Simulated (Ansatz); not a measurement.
## Hf (Hafnium, P6_3/mmc): thermal expansion from first principles

How much does Hf (Hafnium) expand with temperature?

Program: Ansatz 0.2.0. Level of theory: DFT PBEsol, scalar-relativistic, plane waves, PAW; PAW set soft_1. Results are calculated unless marked as measured.

This is a report of a sequence of runs, with most program output left out.

## 1. Set-up

Symmetry: P6_3/mmc, No. 194, hexagonal system. Conventional cell: a = 3.197 Å, b = 3.197 Å, c = 5.058 Å, α = 90.00°, β = 90.00°, γ = 120.00°. Nearest to Hf lie 12 Hf at 3.13 to 3.20 Å.

Coordinates:

```cif
data_structure
_symmetry_space_group_name_H-M 'P 1'
_symmetry_Int_Tables_number 1
_cell_length_a 3.1967
_cell_length_b 3.1967
_cell_length_c 5.0578
_cell_angle_alpha 90.000
_cell_angle_beta 90.000
_cell_angle_gamma 120.000
_cell_volume 44.76
loop_
_atom_site_label
_atom_site_type_symbol
_atom_site_fract_x
_atom_site_fract_y
_atom_site_fract_z
_atom_site_occupancy
Hf1 Hf 0.33333 0.66667 0.25000 1
Hf2 Hf 0.66667 0.33333 0.75000 1
```

## 2. A first coarse run

A cheap single point shows whether the cell is a metal or an insulator and how far it is from rest; that sets the k-mesh and the occupations of what follows.

The input, input.yaml:

```yaml
crystal:
  lattice:
    - [3.1967, 0.0, 0.0]
    - [-1.59835, 2.7684234083, 0.0]
    - [0.0, 0.0, 5.0578]
  atoms:
    - { symbol: Hf, position: [0.3333333333, 0.6666666667, 0.25] }
    - { symbol: Hf, position: [0.6666666667, 0.3333333333, 0.75] }
kpoints:
  mp_grid: { grid: [6, 6, 4] }
hamiltonian:
  xc: pbesol
  pseudopotentials: { kind: paw, azcp: { folder: soft_1 }, xc_functional: pbe }
scf:
  occupations: { method: gaussian, width: 0.1 }
  lower_state_search: "off"
output:
  forces: true
  stress: true
  eigenvalues: true
```

The run is started by

```sh
$ ansatz run input.yaml --threads 18 --pin off --max-ram 92160MiB --backend cuda --events-out ev --progress --plain --runs-dir out --max-vram 78GiB
```

Run time: 0.9 s. Hardware: 1 × NVIDIA GB200 with 18 threads of Arm Neoverse V2, shared host; peak memory 1.1 GiB.

This step gave:

```
pressure          : -3.595 GPa
volume per atom   : 22.38 Å³/atom
gap on the k-mesh : 0 eV
```

The start is under -3.6 GPa at this level and looks like a metal on this mesh.

## 3. Relaxation

The vibrations must be taken about the equilibrium of this functional, not about the starting cell, so the structure is relaxed.

Edit input.yaml of step 2 so:

```diff
@@ -9,3 +9,3 @@
 kpoints:
-  mp_grid: { grid: [6, 6, 4] }
+  mp_grid: { grid: [15, 15, 8] }
 hamiltonian:
@@ -20 +20,6 @@
   eigenvalues: true
+relax:
+  adjacent_minimum: "off"
+  f_tol: 0.005
+  max_steps: 80
+  cell: { stress_tol: 0.05 }
```

Elapsed: 4 s, on 1 × NVIDIA GB200 with 18 threads; peak memory 1.1 GiB.

The steps of the relaxation:

```csv
step,energy less that of the first step (eV),largest force component (eV/Å),pressure (GPa),volume (Å³)
1,0.0000,0.0000,-3.77,44.76
2,0.0202,0.0000,6.27,41.09
3,-0.0190,0.0000,-0.24,43.31
4,-0.0191,0.0000,0.01,43.21
5*,-0.0187,0.0000,0.00,43.21
```

Relaxation steps marked * repeat the geometry before them on a plane-wave basis chosen anew for their cell, so energy and pressure can jump there. Relaxation step 2 was tried and not accepted.

Forces are held to the 24 operations that the run works with; a distortion that breaks them can't arise in this run.

```csv
"conventional cell, symmetrised",before,after,change
a (Å),3.197,3.160,-1.1 %
b (Å),3.197,3.160,-1.1 %
c (Å),5.058,4.996,-1.2 %
volume (Å³/atom),22.38,21.61,-3.5 %
```

Final coordinates:

```xyz
2
Lattice="3.1602 0.0000 0.0000 -1.5801 2.7368 0.0000 0.0000 0.0000 4.9962" Properties=species:S:1:pos:R:3 pbc="T T T"
Hf    0.0000    1.8246    1.2491
Hf    1.5801    0.9123    3.7472
```

This step gave:

```
pressure        : 0.003762 GPa
volume per atom : 21.61 Å³/atom
```

The relaxation ends with a pressure of 0.00 GPa.

## 4. Relaxing to small residual forces and stress

The thresholds are tightened for a last relaxation ahead of the phonons, and where mesh or smearing change with them the cell follows.

input.yaml, the sections that differ from step 3:

```yaml
crystal:
  lattice:
    - [3.160221369, 0.0, 0.0]
    - [-1.5801106845, 2.7368319871, 0.0]
    - [0.0, 0.0, 4.9962017006]
  atoms:
    - { symbol: Hf, position: [0.3333333333, 0.6666666667, 0.25] }
    - { symbol: Hf, position: [0.6666666667, 0.3333333333, 0.75] }
scf:
  occupations: { method: methfessel_paxton, width: 0.2 }
  lower_state_search: "off"
relax:
  adjacent_minimum: "off"
  f_tol: 0.001
  max_steps: 60
  cell: { stress_tol: 0.01 }
# kpoints, hamiltonian, output: as in step 3
```

Wall time 3.2 s (1 × NVIDIA GB200 with 18 threads); peak memory 1.1 GiB; 12 s of CPU time.

Little changed from the start: no atom moved by 0.005 Å and no cell edge by 0.1 %.

Numbers from this step:

| Property | Result |
| --- | --- |
| pressure | -0.001361 GPa |

The residual pressure is -0.0014 GPa, small enough for phonons.

## 5. Phonons on strained cells

The study relaxes the crystal at several strains, solves the phonons on some of them and minimises the free energy at each temperature (static energy, vibrations, the electrons in a metal, and PV under a set pressure); the q-mesh sets how far the force constants reach.

input.yaml, the sections that differ from step 4:

```yaml
crystal:
  lattice:
    - [3.1604221101, 0.0, 0.0]
    - [-1.580211055, 2.737005834, 0.0]
    - [0.0, 0.0, 4.9953799294]
  atoms:
    - { symbol: Hf, position: [0.3333333333, 0.6666666667, 0.25] }
    - { symbol: Hf, position: [0.6666666667, 0.3333333333, 0.75] }
output:
  eigenvalues: true
phonons:
  method: dfpt
  qmesh: [3, 3, 2]
  temperatures: { t_max: 1200.0, t_step: 50 }
  thermal_expansion: {}
# kpoints, hamiltonian, scf: as in step 4
# relax: removed
```

The job ended after 2.5 min (1 × NVIDIA GB200 with 18 threads; peak memory 2.5 GiB).

Numbers from this step:

```
pressure                                         : -0.004730 GPa
volume expansion coefficient at 298 K            : 19.90 1e-6/K
C_P at 298 K                                     : 25.09 J/mol-atom/K
entropy at 298 K                                 : 44.33 J/mol-atom/K
isothermal bulk modulus at 298 K                 : 110.3 GPa
Grüneisen parameter at 298 K                     : 1.153
volume at 298 K                                  : 21.74 Å³/atom
principal linear expansion coefficients at 298 K : 5.228, 5.228, 9.447 1e-6/K
```

Strained cells of the study; zero-point energy where phonons were solved; the pressures are stresses at a fixed cutoff and can carry an offset from the finite basis. Expansion cells, by row:

```csv
cell,|a| (Å),|b| (Å),|c| (Å),V (Å³/atom),E - E_lowest (meV/atom),"pressure, compression positive (GPa)",gap (eV),zero-point energy (meV/atom)
1,3.16,3.16,4.995,21.61,0,-0.018,-,-
2,3.186,3.186,5.035,22.13,4.359,-2.634,-,-
3,3.135,3.135,4.956,21.09,4.428,2.821,-,-
4,3.145,3.145,5.045,21.61,1.215,-0.049,-,-
5,3.176,3.176,4.947,21.61,1.237,0.036,-,-
6,3.16,3.16,4.996,21.61,0,-0.028,-,19.41
7,3.176,3.176,5.021,21.93,1.74,-1.691,-,19.04
8,3.153,3.153,5.02,21.61,0.313,-0.046,-,19.36
9,3.173,3.173,5.043,21.99,2.555,-1.966,-,18.95
10,3.186,3.186,5.091,22.37,10.04,-3.784,-,18.47
11,3.185,3.185,5.028,22.08,3.609,-2.404,-,18.88
12,3.174,3.174,5.107,22.28,9.06,-3.359,-,18.54
13,3.129,3.129,4.946,20.97,6.92,3.561,-,-
14,3.145,3.145,4.971,21.29,1.702,1.721,-,-
15,3.198,3.198,5.14,22.77,22.3,-5.486,-,-
16,3.15,3.15,5.074,21.8,2.711,-1.065,-,-
17,3.196,3.196,5.013,22.17,5.413,-2.831,-,-
```

Quasi-harmonic; a, b, c are the run's own cell vectors. Expansion, by row:

```csv
T (K),a (Å),b (Å),c (Å),alpha (deg),beta (deg),gamma (deg),cell volume (Å³/cell),alpha_a (1e-6/K),alpha_b (1e-6/K),alpha_c (1e-6/K),alpha_V (1e-6/K),C_P (J/mol-atom/K),C_V (J/mol-atom/K),S (J/mol-atom/K),B_T (GPa),B_S (GPa),Grueneisen,extrapolation,fit error (1e-6/K)
0,3.161,3.161,5.001,90,90,120,43.28,0,0,0,0,0,0,0,113.4,113.4,-,0,0
50,3.161,3.161,5.001,90,90,120,43.28,3.02,3.02,2.92,8.96,12.78,12.78,6.801,113.2,113.3,1.035,0,0.09
100,3.162,3.162,5.003,90,90,120,43.31,4.47,4.47,6.92,15.86,20.77,20.73,18.71,112.7,112.9,1.125,0,0.12
150,3.163,3.163,5.005,90,90,120,43.35,4.89,4.89,8.25,18.04,23.16,23.09,27.66,112.1,112.5,1.143,0,0.13
200,3.163,3.163,5.007,90,90,120,43.39,5.07,5.07,8.84,18.99,24.17,24.07,34.48,111.5,112,1.15,0,0.12
250,3.164,3.164,5.009,90,90,120,43.43,5.17,5.17,9.2,19.54,24.73,24.59,39.94,110.9,111.5,1.152,0,0.13
298.1,3.165,3.165,5.011,90,90,120,43.47,5.23,5.23,9.45,19.9,25.09,24.92,44.33,110.3,111,1.153,0,0.13
300,3.165,3.165,5.011,90,90,120,43.48,5.23,5.23,9.46,19.91,25.1,24.93,44.48,110.3,111,1.153,0,0.13
350,3.166,3.166,5.014,90,90,120,43.52,5.27,5.27,9.68,20.21,25.39,25.18,48.38,109.6,110.5,1.153,0,0.13
400,3.167,3.167,5.016,90,90,120,43.56,5.29,5.29,9.89,20.46,25.63,25.39,51.78,109,110,1.152,0,0.13
450,3.168,3.168,5.019,90,90,120,43.61,5.3,5.3,10.09,20.7,25.85,25.57,54.81,108.3,109.5,1.151,0,0.14
500,3.168,3.168,5.021,90,90,120,43.65,5.31,5.31,10.29,20.92,26.06,25.75,57.55,107.7,109,1.15,0,0.14
550,3.169,3.169,5.024,90,90,120,43.7,5.32,5.32,10.49,21.13,26.26,25.91,60.04,107,108.5,1.149,0,0.14
600,3.17,3.17,5.026,90,90,120,43.75,5.33,5.33,10.68,21.35,26.45,26.07,62.34,106.4,108,1.147,0,0.15
650,3.171,3.171,5.029,90,90,120,43.79,5.34,5.34,10.88,21.56,26.65,26.23,64.46,105.7,107.4,1.146,0,0.15
700,3.172,3.172,5.032,90,90,120,43.84,5.36,5.36,11.07,21.79,26.84,26.38,66.44,105.1,106.9,1.145,0,0.16
750,3.173,3.173,5.035,90,90,120,43.89,5.38,5.38,11.26,22.01,27.03,26.53,68.3,104.4,106.4,1.145,0,0.16
800,3.173,3.173,5.038,90,90,120,43.94,5.4,5.4,11.45,22.25,27.23,26.68,70.05,103.7,105.8,1.144,0,0.17
850,3.174,3.174,5.041,90,90,120,43.99,5.42,5.42,11.65,22.5,27.42,26.83,71.71,103.1,105.3,1.144,0,0.17
900,3.175,3.175,5.043,90,90,120,44.04,5.45,5.45,11.84,22.75,27.61,26.98,73.28,102.4,104.8,1.145,0,0.18
950,3.176,3.176,5.046,90,90,120,44.09,5.48,5.48,12.04,23.01,27.82,27.14,74.78,101.7,104.3,1.145,0,0.19
1000,3.177,3.177,5.05,90,90,120,44.14,5.52,5.52,12.25,23.28,28.02,27.29,76.21,101,103.7,1.146,0,0.21
1050,3.178,3.178,5.053,90,90,120,44.19,5.55,5.55,12.46,23.57,28.23,27.45,77.58,100.3,103.2,1.146,0,0.24
1100,3.179,3.179,5.056,90,90,120,44.24,5.59,5.59,12.68,23.86,28.45,27.62,78.9,99.67,102.7,1.147,0,0.28
1150,3.18,3.18,5.059,90,90,120,44.29,5.63,5.63,12.9,24.16,28.67,27.79,80.17,98.98,102.1,1.148,0,0.33
1200,3.18,3.18,5.062,90,90,120,44.35,5.67,5.67,13.14,24.47,28.9,27.96,81.39,98.29,101.6,1.149,0,0.39
```

Table of expansion coefficient by temperature; values in 1e-6/K:

```csv
temperature (K),volume,principal 1,principal 2,principal 3
0,0,0,0,0
50,8.96,2.92,3.02,3.02
100,15.9,4.47,4.47,6.92
200,19.0,5.07,5.07,8.84
250,19.5,5.17,5.17,9.2
298,19.9,5.23,5.23,9.45
350,20.2,5.27,5.27,9.68
400,20.5,5.29,5.29,9.89
450,20.7,5.3,5.3,10.1
500,20.9,5.31,5.31,10.3
550,21.1,5.32,5.32,10.5
650,21.6,5.34,5.34,10.9
700,21.8,5.36,5.36,11.1
750,22.0,5.38,5.38,11.3
850,22.5,5.42,5.42,11.7
900,22.8,5.45,5.45,11.8
950,23.0,5.48,5.48,12.0
1000,23.3,5.52,5.52,12.2
1050,23.6,5.55,5.55,12.5
1150,24.2,5.63,5.63,12.9
1200,24.5,5.67,5.67,13.1
```

At 298 K the volume expansion is 19.9 × 10⁻⁶/K and B_T is 110 GPa. The q-mesh is coarse, so this is a first estimate. The program raised the cutoff to 487.2 eV by itself: with no cutoff typed, the study takes about 1.16 times the default for its relaxations and scales it with the volume for the phonons.

## 6. What came out

| Item | Value |
| --- | --- |
| settings of these figures | PBEsol, 487.2 eV, k 15×15×8, q 3×3×2 |
| volume expansion coefficient at 298 K | 19.90 1e-6/K |
| C_P at 298 K | 25.09 J/mol-atom/K |
| entropy at 298 K | 44.33 J/mol-atom/K |
| isothermal bulk modulus at 298 K | 110.3 GPa |
| Grüneisen parameter at 298 K | 1.153 |
| volume at 298 K | 21.74 Å³/atom |
| principal linear expansion coefficients at 298 K | 5.228, 5.228, 9.447 1e-6/K |

What this shows: Near room temperature Hf (Hafnium) expands by 19.9 × 10⁻⁶/K in volume by PBEsol, with C_P = 25.1 J/(mol K) per mole of atoms and B_T = 110 GPa. The expansion is anisotropic: the principal values at 298 K run from 5.23 to 9.45 × 10⁻⁶/K. The q-mesh is coarse, and the expansion can converge slowly with it. C_P at room temperature is 101 % of the classical 3R an atom. In this metal the study includes the electrons' free energy, which adds a term that grows with temperature, so the heat capacities need not level off at 3R. The PAW files were made for PBE and are used here under another functional, for which the program regenerates the frozen cores.

[Logs are printed without paths, hosts, clocks, repeated set-up lines and the standing remarks that a program may print on its own settings, such as how far it seeks lower states.]

[Hosts, paths, dates, database ids (printed as entryN), source tags and the programs' standing remarks are cut or masked in the printed files.]

[A step with changed settings may run another functional than the one named; its input shows which.]
